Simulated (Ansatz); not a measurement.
# The stack of 2H-WS2 under Nb2COS MXene, shifted by a third of the diagonal between two gates, part 3 of 3

Aim: charge, voltage and capacitance of the stack of 2H-WS2 under Nb2COS MXene, shifted by a third of the diagonal in a field-effect set-up.

Ansatz 0.2.0; plane-wave DFT, LDA, Ansatz PAW.

So far. Step 6 (Gated layer, added electrons -4×10¹³ per cm²): Against the uncharged case this takes -1.46 V.

## (7) Gated layer, added electrons -7×10¹³ per cm²

File input.yaml:

```yaml
crystal:
  lattice:
    - [3.1429148521, 0.0, 0.0]
    - [-1.5714574261, 2.7218441039, 0.0]
    - [0.0, 0.0, 52.9556842044]
  atoms:
    - { symbol: S, position: [0.3333333333, 0.6666666667, 0.3946696245] }
    - { symbol: W, position: [0.0, 0.0, 0.424034586] }
    - { symbol: S, position: [0.3333333333, 0.6666666667, 0.4533695021] }
    - { symbol: S, position: [0.6666666667, 0.3333333333, 0.508666437] }
    - { symbol: Nb, position: [0.0, 0.0, 0.5399000496] }
    - { symbol: C, position: [0.3333333333, 0.6666666667, 0.5629551418] }
    - { symbol: Nb, position: [0.6666666667, 0.3333333333, 0.5860726445] }
    - { symbol: O, position: [0.0, 0.0, 0.6053303755] }
  periodic: [true, true, false]
  symmetry: { detect: true }
total_charge: 0.059882
kpoints:
  mp_grid: { grid: [54, 54, 1] }
  band_path:
    path: [[0, 0, 0], [0.5, 0, 0], [0.33333333, 0.33333333, 0], [0, 0, 0]]
    npoints: 16
hamiltonian:
  xc: lda
scf:
  occupations: { method: fermi_dirac, width: 0.02585 }
  convergence: { dr2_threshold: 1.0e-10 }
output:
  forces: true
  eigenvalues: true
  write_potential: true
  write_density: true
  volumetric_format: npy
external_charges:
  - { charge: 0, barrier: 10, axis: 3, height: 35.056, sigma: 0.25 }
  - { charge: -0.029941, axis: 3, height: 36.556, sigma: 0.42 }
  - { charge: 0, barrier: 10, axis: 3, height: 17.9, sigma: 0.25 }
  - { charge: -0.029941, axis: 3, height: 16.4, sigma: 0.42 }
```

Started as:

```bash
$ ansatz run input.yaml --threads 4 --pin off --max-ram 12288MiB --backend cpu --events-out ev --progress --plain --runs-dir out
```

Numbers of over 12 decimals in the logs are rounded to 6 here.

Log:

```text
[...]
Crystal: 8 atoms, lattice volume = 453.011 Å³
Basis set: ecut = 420 eV, 8757 PW (Γ)
Bands: 42, of which v1, the nominal top of the filled ones, is band 34 counted from 1 (33 counted from 0)
Symmetry: 6 space group operations
[...]
k-points: 271 of 2916 (time reversal used)
[...]
--- Band table (eV; the first three rows and the last of 271) ---
  k-point 0: bands = [... 30 lower, -8.8961, -8.8961, -8.5005, -8.5005, -8.4477, -7.9462, -6.8098, -6.8098, ... 4 higher]
  k-point 1: bands = [... 30 lower, -8.9648, -8.9457, -8.5319, -8.4498, -8.3798, -7.9391, -6.8082, -6.8049, ... 4 higher]
  k-point 2: bands = [... 30 lower, -9.1204, -9.0517, -8.5665, -8.3409, -8.2920, -7.9094, -6.8030, -6.7895, ... 4 higher]
  k-point 270: bands = [... 30 lower, -11.5179, -10.7012, -8.3561, -7.5938, -7.3663, -6.6298, -6.4606, -6.0733, ... 4 higher]
[key lines of the parts left out:]
SCF converged after 16 iterations
Free energy (F): -22428.261325 eV
Fermi energy:    -8.117342 eV
```

Wall time 5.8 min (4 threads of Arm Neoverse V1, shared host); peak memory 3.3 GiB; 23 min of CPU time.

Against the uncharged case this takes -2.55 V.

## (8) Gated layer, added electrons -11×10¹³ per cm²

input.yaml: that of step 7 with these lines changed.

```diff
@@ -16,3 +16,3 @@
   symmetry: { detect: true }
-total_charge: 0.059882
+total_charge: 0.0941
 kpoints:
@@ -35,4 +35,4 @@
   - { charge: 0, barrier: 10, axis: 3, height: 35.056, sigma: 0.25 }
-  - { charge: -0.029941, axis: 3, height: 36.556, sigma: 0.42 }
+  - { charge: -0.04705, axis: 3, height: 36.556, sigma: 0.42 }
   - { charge: 0, barrier: 10, axis: 3, height: 17.9, sigma: 0.25 }
-  - { charge: -0.029941, axis: 3, height: 16.4, sigma: 0.42 }
+  - { charge: -0.04705, axis: 3, height: 16.4, sigma: 0.42 }
```

Log:

```text
[...]
Crystal: 8 atoms, lattice volume = 453.011 Å³
Basis set: ecut = 420 eV, 8757 PW (Γ)
Bands: 42, of which v1, the nominal top of the filled ones, is band 34 counted from 1 (33 counted from 0)
Symmetry: 6 space group operations
[...]
k-points: 271 of 2916 (time reversal used)
[...]
--- Band table (eV; the first three rows and the last of 271) ---
  k-point 0: bands = [... 30 lower, -10.3168, -10.3168, -9.9235, -9.9235, -9.8171, -9.3152, -8.2316, -8.2316, ... 4 higher]
  k-point 1: bands = [... 30 lower, -10.3855, -10.3670, -9.9395, -9.8722, -9.7617, -9.3109, -8.2299, -8.2268, ... 4 higher]
  k-point 2: bands = [... 30 lower, -10.5401, -10.4739, -9.9686, -9.7626, -9.6694, -9.2911, -8.2245, -8.2114, ... 4 higher]
  k-point 270: bands = [... 30 lower, -12.8639, -12.0140, -9.6850, -9.0127, -8.7788, -8.0510, -7.7928, -7.4878, ... 4 higher]
[key lines of the parts left out:]
SCF converged after 16 iterations
Free energy (F): -22427.965584 eV
Fermi energy:    -9.549249 eV
```

It took 5.7 min on 4 threads; peak memory 3.3 GiB; 23 min of CPU time.

Against the uncharged case this takes -3.98 V.

## (9) Gated layer, added electrons 2×10¹³ per cm²

input.yaml: that of step 8 with these lines changed.

```diff
@@ -16,3 +16,3 @@
   symmetry: { detect: true }
-total_charge: 0.0941
+total_charge: -0.01711
 kpoints:
@@ -30,2 +30,3 @@
   eigenvalues: true
+  dos: { projected: true, e_range: [-3, 3], de: 0.01 }
   write_potential: true
@@ -33,6 +34,7 @@
   volumetric_format: npy
+  elf: true
 external_charges:
   - { charge: 0, barrier: 10, axis: 3, height: 35.056, sigma: 0.25 }
-  - { charge: -0.04705, axis: 3, height: 36.556, sigma: 0.42 }
+  - { charge: 0.008555, axis: 3, height: 36.556, sigma: 0.42 }
   - { charge: 0, barrier: 10, axis: 3, height: 17.9, sigma: 0.25 }
-  - { charge: -0.04705, axis: 3, height: 16.4, sigma: 0.42 }
+  - { charge: 0.008555, axis: 3, height: 16.4, sigma: 0.42 }
```

Log:

```text
[...]
Crystal: 8 atoms, lattice volume = 453.011 Å³
Basis set: ecut = 420 eV, 8757 PW (Γ)
Bands: 43, of which v1, the nominal top of the filled ones, is band 34 counted from 1 (33 counted from 0)
Symmetry: 6 space group operations
[...]
k-points: 271 of 2916 (time reversal used)
[...]
--- Band table (eV; the first three rows and the last of 271) ---
  k-point 0: bands = [... 30 lower, -5.6340, -5.6340, -5.4264, -5.2404, -5.2404, -4.8288, -3.5465, -3.5465, ... 5 higher]
  k-point 1: bands = [... 30 lower, -5.7053, -5.6832, -5.4365, -5.2044, -5.1901, -4.8089, -3.5451, -3.5416, ... 5 higher]
  k-point 2: bands = [... 30 lower, -5.8657, -5.7885, -5.4558, -5.1644, -5.0819, -4.7444, -3.5405, -3.5260, ... 5 higher]
  k-point 270: bands = [... 30 lower, -8.2843, -7.8427, -5.4754, -4.3403, -4.1258, -3.5772, -3.3682, -2.8502, ... 5 higher]
[key lines of the parts left out:]
SCF converged after 16 iterations
Free energy (F): -22428.755992 eV
Fermi energy:    -4.833356 eV
```

It took 5.8 min on 4 threads; peak memory 3.3 GiB; 23 min of CPU time.

Against the uncharged case this takes +0.73 V.

## (10) Gated layer, added electrons 6×10¹³ per cm²

input.yaml: that of step 9 with these lines changed.

```diff
@@ -16,3 +16,3 @@
   symmetry: { detect: true }
-total_charge: -0.01711
+total_charge: -0.051328
 kpoints:
@@ -37,4 +37,4 @@
   - { charge: 0, barrier: 10, axis: 3, height: 35.056, sigma: 0.25 }
-  - { charge: 0.008555, axis: 3, height: 36.556, sigma: 0.42 }
+  - { charge: 0.025664, axis: 3, height: 36.556, sigma: 0.42 }
   - { charge: 0, barrier: 10, axis: 3, height: 17.9, sigma: 0.25 }
-  - { charge: 0.008555, axis: 3, height: 16.4, sigma: 0.42 }
+  - { charge: 0.025664, axis: 3, height: 16.4, sigma: 0.42 }
```

Log:

```text
[...]
Crystal: 8 atoms, lattice volume = 453.011 Å³
Basis set: ecut = 420 eV, 8757 PW (Γ)
Bands: 43, of which v1, the nominal top of the filled ones, is band 34 counted from 1 (33 counted from 0)
Symmetry: 6 space group operations
[...]
k-points: 271 of 2916 (time reversal used)
[...]
--- Band table (eV; the first three rows and the last of 271) ---
  k-point 0: bands = [... 30 lower, -4.1754, -4.1754, -4.1229, -3.7845, -3.7845, -3.4181, -2.0875, -2.0875, ... 5 higher]
  k-point 1: bands = [... 30 lower, -4.2520, -4.2247, -4.1215, -3.7602, -3.7341, -3.3928, -2.0862, -2.0826, ... 5 higher]
  k-point 2: bands = [... 30 lower, -4.4148, -4.3299, -4.1312, -3.7402, -3.6260, -3.3161, -2.0819, -2.0669, ... 5 higher]
  k-point 270: bands = [... 30 lower, -6.8425, -6.6020, -4.2313, -2.8867, -2.6776, -2.3327, -1.9098, -1.4270, ... 5 higher]
[key lines of the parts left out:]
SCF converged after 18 iterations
Free energy (F): -22428.899235 eV
Fermi energy:    -3.367792 eV
```

The job ended after 6 min (4 threads; peak memory 3.3 GiB; 24 min of CPU time).

The density of states has structure finer than the step of the table below, so its rows give means over 0.1 eV, whole bins alone (the curve runs from -3 to 1.99 eV). Peaks (eV: height): -2.38: 6.58, -1.77: 7.77, 1.20: 7.14, 1.29: 6.53, 1.54: 10.3, 1.60: 9.79, 1.78: 8.47.

The density of states by energy, zero at the Fermi level; means over each step:

energy (eV), density of states (states/eV a cell) and a bar:
```
     -2.9        4.8 ###############
     -2.8        4.0 ############
     -2.7        4.1 ############
     -2.6        4.2 #############
     -2.5        5.0 ################
     -2.4        5.8 ##################
     -2.3        4.6 ##############
     -2.2        3.6 ##########
     -2.1        3.5 ##########
     -2.0        4.2 #############
     -1.9        2.5 ######
     -1.8        5.4 #################
     -1.7        5.1 ################
     -1.6        4.1 ############
     -1.5        3.9 ###########
     -1.4        3.2 #########
     -1.3        2.8 #######
     -1.2        2.5 ######
     -1.1        2.3 ######
     -1.0        2.3 #####
     -0.9        2.2 #####
     -0.8        2.2 #####
     -0.7        2.0 ####
     -0.6        1.6 ###
     -0.5        1.3 ##
     -0.4        1.4 ##
     -0.3        0.8 
     -0.2        0.8 
     -0.1        1.2 #
      0.0        2.1 #####
      0.1        2.0 ####
      0.2        1.6 ###
      0.3        1.5 ###
      0.4        1.4 ##
      0.5        1.3 ##
      0.6        1.3 ##
      0.7        1.5 ###
      0.8        1.6 ###
      0.9        1.5 ###
      1.0        1.7 ###
      1.1        2.7 #######
      1.2        4.7 ###############
      1.3        5.8 ###################
      1.4        4.1 ############
      1.5        6.8 ######################
      1.6        8.8 ##############################
      1.7        5.4 #################
      1.8        7.3 ########################
      1.9        6.8 ######################
```

Against the uncharged case this takes +2.20 V.

## (11) The series together

This step: plane-wave DFT, LDA, Ansatz PAW; charging by gates (Ansatz 0.2.0).

The potential behind each gate is read from every run and counted from the uncharged case.

Voltage on the gate against the layer's Fermi level, from the uncharged case, mean of the two gates. Gate voltage against added electrons:

```
added electrons (10¹³ per cm²)  gate voltage (V)
                        -11.00             -3.98
                         -7.00             -2.55
                         -4.00             -1.46
                         -2.00            -0.732
                         -1.00            -0.366
                          0.00                 0
                          2.00             0.732
                          6.00              2.20
```

Charge step over voltage step between neighbouring densities. Total capacitance against added electrons:

```
added electrons (10¹³ per cm²)  total capacitance (µF/cm²)
                         -9.00                        4.48
                         -5.50                        4.41
                         -3.00                        4.39
                         -1.50                        4.38
                         -0.50                        4.38
                          1.00                        4.37
                          4.00                        4.37
```

By hand: 10¹³ electrons per cm² are 0.001 e/Å², which by Gauss's law end a field of 0.181 V/Å. At 11×10¹³ holes per cm², shared by two gates, the field towards a gate is 0.995 V/Å, which over the 4.5 Å from the outer atoms would drop 4.48 V; the run needs 3.98 V.

## (12) The same run with other settings

This step: plane-wave DFT, LDA, Ansatz PAW, but for the change named below (Ansatz 0.2.0).

An input spoilt on purpose, to show how the run answers: it repeats the earlier run at -1 × 10¹³ added electrons per cm² with hamiltonian.xc from lda to lda+u, and scf.max_iter set to 75.

input.yaml, the sections that differ from step 10:

```yaml
total_charge: 0.008554
hamiltonian:
  xc: lda+u
scf:
  occupations: { method: fermi_dirac, width: 0.02585 }
  convergence: { dr2_threshold: 1.0e-10 }
  max_iter: 75
output:
  forces: true
  eigenvalues: true
  write_potential: true
  write_density: true
  volumetric_format: npy
external_charges:
  - { charge: 0, barrier: 10, axis: 3, height: 35.056, sigma: 0.25 }
  - { charge: -0.004277, axis: 3, height: 36.556, sigma: 0.42 }
  - { charge: 0, barrier: 10, axis: 3, height: 17.9, sigma: 0.25 }
  - { charge: -0.004277, axis: 3, height: 16.4, sigma: 0.42 }
# crystal, kpoints: as in step 10
```

Log:

```text
Error: YAML parse error: error: line 24 column 7: hamiltonian.xc: unknown variant `lda+u`, expected one of `lda`, `lda-pw`, `pw92`, `pbe`, `pbesol`, `rpbe`, `revpbe`, `blyp`, `pbe0`, `revpbe0`, `b3lyp`, `b3lyp5`, `hse06`, `wpbeh`, `hiss`, `lc_wpbe`, `cam_b3lyp`, `hf`, `r2scan`, `r2scanh`, `r2scan0`, `r2scan50`, `mr2scan`
  --> <input>:24:7
   |
22 |     npoints: 16
23 | hamiltonian:
24 |   xc: lda+u
   |       ^ hamiltonian.xc: unknown variant `lda+u`, expected one of `lda`, `lda-pw`, `pw92`, `pbe`, `pbesol`, `rpbe`, `revpbe`, `blyp`, `pbe0`, `revpbe0`, `b3lyp`, `b3lyp5`, `hse06`, `wpbeh`, `hiss`, `lc_wpbe`, `cam_b3lyp`, `hf`, `r2scan`, `r2scanh`, `r2scan0`, `r2scan50`, `mr2scan`
25 | scf:
26 |   occupations: { method: fermi_dirac, width: 0.02585 }
   |
```

Run time: 0.02 s. Hardware: 4 threads; peak memory 0.022 GiB.

The input was rejected at the start.

The program's message: “Error: YAML parse error: error: line 24 column 7: hamiltonian.xc: unknown variant `lda+u`, expected one of `lda`, `lda-pw`, `pw92`, `pbe`, `pbesol`, `rpbe`, `revpbe`, `blyp`, `pbe0`, `revpbe0`, `b3lyp …”

The fault put into the input: an unknown functional.

## (13) The same run with other settings

Another changed input: it repeats the earlier run at -1 × 10¹³ added electrons per cm² with hamiltonian.xc from lda to revpbe and accuracy to low.

input.yaml: that of step 12 with these lines changed.

```diff
@@ -23,3 +23,3 @@
 hamiltonian:
-  xc: lda+u
+  xc: revpbe
 scf:
@@ -27,3 +27,2 @@
   convergence: { dr2_threshold: 1.0e-10 }
-  max_iter: 75
 output:
@@ -39 +38,2 @@
   - { charge: -0.004277, axis: 3, height: 16.4, sigma: 0.42 }
+accuracy: low
```

Log:

```text
[...]
Crystal: 8 atoms, lattice volume = 453.011 Å³
Basis set: ecut = 420 eV, 8757 PW (Γ), exchange–correlation on 48×48×720 points (8 copies of the dense FFT grid, shifted against one another)
Bands: 42, of which v1, the nominal top of the filled ones, is band 34 counted from 1 (33 counted from 0)
Symmetry: 6 space group operations
[...]
k-points: 271 of 2916 (time reversal used)
[...]
SCF iter   1: F=—  HF=-23056.161616 eV  |F-HF|=—  |Δ(HF+E_count)|=         —  Δρ=6.96e-2  dr2=2.95e1  ethr=3.10e-3  ⟨swp⟩=14.3  Hψ=91416  notcnv=0
[...]
SCF iter  16: F=-23048.339674 eV  HF=-23048.339674 eV  |F-HF|=4.07e-10  |Δ(HF+E_count)|=   4.66e-9  Δρ=8.67e-8  dr2=8.35e-11  ethr=1.00e-12  ⟨swp⟩=30.5  Hψ=131164  notcnv=0
SCF 1 converged in 16 iterations: F = -23048.339674 eV  dr2 = 8.35e-11
[...]
SCF converged after 16 iterations
Free energy (F): -23048.339674 eV
[...]
Internal energy: -23048.335614 eV  (E = F + TS)
E sigma→0 (E₀):  -23048.337644 eV
Entropy (-TS):   -0.004060 eV (-0.508 meV/atom)
Fermi energy:    -5.499468 eV
[...]
--- Forces (eV/Å), atoms and charges each counted from 1 ---
  atom   1  S     -0.00000000     0.00000000    -0.80254495
  atom   2  W     -0.00000000     0.00000000    -0.00472922
  atom   3  S     -0.00000000     0.00000000     0.51619544
  atom   4  S      0.00000000    -0.00000000    -0.36237250
  atom   5  Nb    -0.00000000     0.00000000    -0.19399975
  atom   6  C     -0.00000000    -0.00000000     0.02386928
  atom   7  Nb     0.00000000     0.00000000    -0.07540243
  atom   8  O     -0.00000000    -0.00000000     0.91343281
  external charge   1     0.00000000     0.00000000     0.00397617
  external charge   2     0.00000000     0.00000000    -0.00019360
  external charge   3     0.00000000     0.00000000    -0.01842841
  external charge   4     0.00000000     0.00000000     0.00019371
  max |Σ_I F_I| component, the external charges' with the atoms': 3.46e-6 eV/Å
--- Band table (eV; the first three rows and the last of 271) ---
  k-point 0: bands = [... 30 lower, -6.2860, -6.2860, -5.9682, -5.9391, -5.9391, -5.4599, -4.1926, -4.1926, ... 4 higher]
  k-point 1: bands = [... 30 lower, -6.3619, -6.3407, -6.0029, -5.8831, -5.8692, -5.4447, -4.1914, -4.1878, ... 4 higher]
  k-point 2: bands = [... 30 lower, -6.5271, -6.4524, -6.0324, -5.8025, -5.7684, -5.3913, -4.1873, -4.1726, ... 4 higher]
  k-point 270: bands = [... 30 lower, -8.9917, -8.4088, -5.9633, -4.9886, -4.7485, -4.0429, -4.0163, -3.4615, ... 4 higher]
```

The job ended after 5.7 min (4 threads; peak memory 3.4 GiB; 23 min of CPU time).

```
                                                                                quantity  this run  earlier run  difference
potential beyond the upper barrier and gate, less the barrier, from the Fermi level (eV)     5.601        6.130       -0.53
```

It moves by -0.529 eV.

The change shows in the results, which are not taken further.

## (14) Results

```
gap with uncharged gates                    : none
gate voltage at 11×10¹³ holes per cm²       : -3.98 V
gate voltage at 6×10¹³ electrons per cm²    : +2.20 V
total capacitance near 9×10¹³ holes per cm² : 4.48 µF/cm²
```

**Reading.** Putting 11×10¹³ holes per cm² on the layer takes -3.98 V on the gates; how far the Fermi level moves against the bands is taken for single layers without spin and with an even electron count alone. Plates 4.5 Å apart on both sides would give 3.94 µF/cm² in vacuum; the computed total runs from 4.4 to 4.48 µF/cm². A value over that of the plates means that the screening charge has its centre outside the outer atoms; a low density of states works the other way. Few carriers sample few k-points, so the slopes at the lowest densities depend on the mesh and on the temperature. The gates are charged sheets behind model barriers, not atoms. The main runs have no spin polarisation; a magnetic state could lie lower and would change these results. Spin-orbit coupling is left out, which matters for the bands of elements this heavy. The MXene's terminations sit over the metal atoms of its far layer; the site over carbon or nitrogen, which some compounds prefer, was not run.

[Logs are printed without paths, hosts, clocks, repeated set-up lines and the standing remarks that a program may print on its own settings, such as how far it seeks lower states.]

[Hosts, paths, dates, database ids (printed as entryN), source tags and the programs' standing remarks are cut or masked in the printed files.]

[Maps of the electrostatic potential energy from Ansatz leave out the sawtooth potential of an applied field or a dipole correction, so their vacuum need not be flat; planar profiles and work functions include it.]

[The density of states shown here was stored with 400 of the rows of the run's finer table, so its peaks can read low, often by over a quarter, or be missed, and its means over a window can be off by a tenth or more.]
